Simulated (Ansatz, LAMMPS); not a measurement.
# Electronic structure of glassy 76SiO2-9BaO-7SrO-4Li2O-4ZrO2 (mol %) (128 atoms), part 2 of 2

What does DFT give for glassy 76SiO2-9BaO-7SrO-4Li2O-4ZrO2 (mol %) (128 atoms) as built?

Ansatz 0.2.0; Kohn-Sham DFT, LDA, PAW (set soft_2), plane waves.

The cell: 34 Si, 4 Ba, 3 Sr, 4 Li, 2 Zr and 81 O. The quench rate of 10 K/ps is many orders above laboratory rates. The network of bonds at the start is that of the classical potential that made the cell. Only the Γ point is sampled, in a cell whose shortest periodic width is 12 Å. Spin–orbit coupling is left out.

So far. Step 3 (Plane-wave single point): About 38 of the 728 electrons lie in deeper levels, below the stored range.

## 3. Plane-wave single point (continued)

Valence density in the bc plane at fractional x = 0.273, with atoms of Si and Ba and Li and Zr and O within 0.2 Å of it. It is the smooth field of the valence electrons, not physical close to the nuclei.

Ten steps, logarithmic in the rise over the least value, from '0' (0.0 e/Å³) to '9' (6.5 e/Å³), each cell a mean:
```
7653234321000125776310012344432346
8753345553100012443210012355433467
6532245653200001111111112234422356
2211123443222210001245542223333333
0000012222356542101467764223455421
0000112223589963102467875223676421
0001233323589863101356653123566421
1011234322345532000012221113454321
1266323211112110000000011125787631
1599611100001100000000012236888742
1266300001233321000000012235788632
1100000013466653100000011223454321
0000000024665664200000000112343211
0000000024665664200000000012344310
0000011113466653101122211111232210
0001233221233321011233332110111000
0002355432111000012333333210000000
0002456543211001234442134321000000
0001344433443212467754355532101110
1011333335787533578753356542112221
1123444346899743455532234432122332
1124554324687643343210011111112222
1223443211233334554210000011111111
3333333210011235786410001122211123
```
Columns run along b (12.2 Å), rows up along c (12.2 Å). Atoms in or near the plane, at fractional coordinates: Si at (0.64, 0.26), Si at (0.12, 0.98), Si at (0.88, 0.88), Ba at (0.36, 0.45), Li at (0.08, 0.60), Zr at (0.86, 0.59), O at (0.37, 0.74), O at (0.33, 0.14).

Electrostatic potential energy in the bc plane at fractional x = 0.273, with atoms of Si and Ba and Li and Zr and O within 0.2 Å of it. With pseudopotentials it is smooth inside the atoms' cores, unlike the true potential.

Ten even steps from '0' (-48 eV) to '9' (11 eV), each cell a mean:
```
6640005899999998547999999999888887
3574357799999999999999999998622474
7898888789999999999988889997200167
9999999999999999998876578898511379
9999999988887899998730026899877899
9999999988831279998620016899756999
9999999999841279998763357899877999
9999999999998899999888888888767889
8766899999999999999999999985201478
8633689999999999999999999973000268
8765789998877788999999999985101478
9988899987643457899999999998766789
9999999986311136899999999999999999
9999999986311136899999999999999999
9999999988643457899999999999999999
9999999998877788999987789999999999
9999987889999999999851147999999999
9999976567899999998720016899999999
9999873014899999975541147899999999
9999874115535888853577787899999999
9999987667201554577899999999999999
9999888899645520168999999999999999
9886668999998743468999999999999999
9851016899999887436999999999999999
```
Columns run along b (12.2 Å; values clipped at the 3rd and 97th percentile), rows up along c (12.2 Å). Atoms in or near the plane, at fractional coordinates: Si at (0.64, 0.26), Si at (0.12, 0.98), Si at (0.88, 0.88), Ba at (0.36, 0.45), Li at (0.08, 0.60), Zr at (0.86, 0.59), O at (0.37, 0.74), O at (0.33, 0.14).

Mean Löwdin charges: Ba +1.85, Li +0.76, O -0.82, Si +1.69, Sr +1.78, Zr +1.45 e (they miss 1.3 % of the electrons, so they add up to more than the cell's charge).

## 4. Structure statistics

Bonds and neighbours are counted at the geometry of the runs.

Density 2.98 g/cm³, 14.26 Å³ an atom.

Pair distribution functions g(r), in bins of 0.2 Å:

```
r (Å)  total   O-O  O-Si  O-Ba  O-Li  O-Sr   O-Zr
 1.50   1.76  0.00  5.25  0.00  0.00  0.00   0.00
 1.70   2.89  0.00  8.59  0.00  0.00  0.00   0.00
 1.90   0.17  0.00  0.00  0.00  4.17  0.00   0.00
 2.10   0.40  0.00  0.00  0.00  3.65  0.00  12.00
 2.30   0.03  0.00  0.00  0.00  0.85  0.00   0.00
 2.50   1.07  2.62  0.00  0.00  0.00  0.94   0.00
 2.70   1.79  3.85  0.03  0.89  0.95  3.30   0.00
 2.90   0.63  0.66  0.03  4.25  0.27  1.38   0.00
 3.10   0.85  0.74  0.13  1.89  0.47  1.27   0.00
 3.30   0.80  0.81  0.65  0.62  0.80  0.83   0.39
 3.50   0.79  0.67  0.86  1.48  0.73  1.02   0.00
 3.70   1.07  0.55  1.66  0.48  1.96  1.07   0.00
 3.90   1.15  0.73  1.88  0.60  1.46  0.38   0.90
 4.10   1.20  0.76  1.89  0.66  1.35  0.35   0.79
 4.30   1.13  0.66  1.68  0.97  1.70  0.66   1.71
 4.50   0.92  0.91  0.68  1.11  1.10  1.92   3.06
 4.70   0.94  1.11  0.67  0.71  0.83  0.81   2.07
 4.90   1.19  1.73  0.63  1.59  1.02  1.50   0.57
 5.10   1.14  1.48  0.73  1.83  0.44  1.83   0.18
 5.30   1.03  1.22  0.80  1.19  0.48  1.28   0.47
 5.50   0.87  0.96  0.83  0.67  1.25  0.59   0.30
 5.70   0.90  0.84  1.07  0.48  0.42  1.01   0.69
 5.90   0.87  0.66  1.09  0.64  0.77  0.86   1.28
```

A closer look about Si14, which bears the longest force: 16 atoms, nearest first, numbered in the order of the input, with positions taken from that point.

```
atom      x      y      z  distance (Å)  Löwdin charge (e)     Fx     Fy  Fz (eV/Å)
Si14   0.00   0.00   0.00          0.00               1.65   1.58   0.78      -2.79
 O72  -1.21  -0.12   0.97          1.56              -0.80  -2.29   0.12       1.07
 O82   1.44   0.15   0.66          1.58              -0.79   1.66   0.11       0.87
 O75  -0.09  -1.25  -1.08          1.65              -0.81  -0.69   0.13       0.47
 O87  -0.23   1.32  -1.01          1.68              -0.80  -1.19   0.06       0.34
Si23   0.69   2.03  -2.15          3.04               1.71   1.10  -1.18       0.42
O123   2.16   1.71  -1.64          3.20              -0.76   1.43   0.20       1.48
Si18   0.41  -2.14  -2.37          3.22               1.65   0.04   1.24      -0.15
 O64  -0.92   2.59   1.86          3.32              -0.76  -1.45  -1.43       0.57
Ba36  -3.10  -0.62  -1.06          3.33               1.88  -0.31   0.48      -0.20
Zr47   2.89   1.65   0.31          3.34               1.41  -2.07  -0.52      -1.74
Zr46  -2.43   1.16   2.11          3.42               1.50   0.67   0.86       0.22
O102   1.53   3.15   0.86          3.60              -0.79   0.96  -0.28      -0.16
 O58   1.92  -1.61  -2.72          3.70              -0.81   0.67   0.12       0.20
 O70  -3.22   2.02   0.26          3.81              -0.82   0.20  -1.21       1.19
O128   0.46   1.32  -3.55          3.82              -0.78  -1.00  -0.50      -0.50
```

## 5. Results

| Property | Result |
| --- | --- |
| free energy per atom | -845.5927 eV/atom |
| pressure | -2.411 GPa |
| r.m.s. force component | 0.8677 eV/Å |
| gap (highest filled to lowest empty level) | 2.817 eV |
| wall time of the 1 DFT run | 21 s |

**Reading.** The highest filled and lowest empty levels differ by 2.82 eV (at Γ alone); a local or semilocal functional tends to put such gaps too low. In a disordered cell it changes from sample to sample, and tail or defect levels can set it.

Caveats: The geometry was minimised with a classical potential after classical dynamics and isn't relaxed at this level: its force components are 0.87 eV/Å r.m.s. The pressure of -2.4 GPa belongs to a cell and atoms that aren't relaxed at this level.

[Logs are printed without paths, hosts, clocks, repeated set-up lines and the standing remarks that a program may print on its own settings, such as how far it seeks lower states.]

[Hosts, paths, dates, database ids (printed as entryN), source tags and the programs' standing remarks are cut or masked in the printed files.]
